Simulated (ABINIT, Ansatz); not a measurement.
An input for ABINIT 10.8.3 (CsCaF3 (Pm-3m)):

```
acell 3*1.0 Angstrom
rprim 
  4.520531030000 0.000000000000 0.000000000000
  0.000000000000 4.520531030000 0.000000000000
  0.000000000000 0.000000000000 4.520531030000
ntypat 3
znucl 55 20 9
natom 5
typat 1 2 3 3 3
xred 
  0.000000000000 0.000000000000 0.000000000000
  0.500000000000 0.500000000000 0.500000000000
  0.000000000000 0.500000000000 0.500000000000
  0.500000000000 0.000000000000 0.500000000000
  0.500000000000 0.500000000000 0.000000000000
pp_dirpath "pseudos"
pseudos "Cs.upf, Ca.upf, F.upf"
ecut 36
ngkpt 2 2 2
nshiftk 1
shiftk 0 0 0
kptopt 1
chksymbreak 0
istwfk *1
occopt 1
irdwfk 1
optdriver 3
nband 170
ecuteps 6.5
inclvkb 2
awtr 1
symchi 1
indata_prefix "in"
outdata_prefix "out"
tmpdata_prefix "tmp"
```

```sh
OMP_NUM_THREADS=1 mpirun -n 4 abinit run.abi > log
```

Q: How long will it take on 4 MPI ranks of Arm Neoverse V1, shared host, and how much memory?

It took 35 s; on shared hardware allow 17 s to 70 s. Peak host memory was 1.3 GiB.

[Paths, hosts, dates, memory and timing lines, banners, echoed tables and standing remarks are left out of the program output.]

[Logs are printed without paths, hosts, clocks, repeated set-up lines and the standing remarks that a program may print on its own settings, such as how far it seeks lower states.]

[Runs of the session that timed out or met a known fault of the program may be left out.]

[Hosts, paths, dates, database ids (printed as entryN), source tags and the programs' standing remarks are cut or masked in the printed files.]

[G0W0 gaps are taken among the corrected bands and points alone; a level outside them can change the order at an edge.]

[Where Ansatz stands beside ABINIT at settings called matched, ABINIT's density can come from a denser mesh and the files from another edition; pairs whose starting gaps differed by over 0.03 eV were left out, so agreement reads better than it is.]
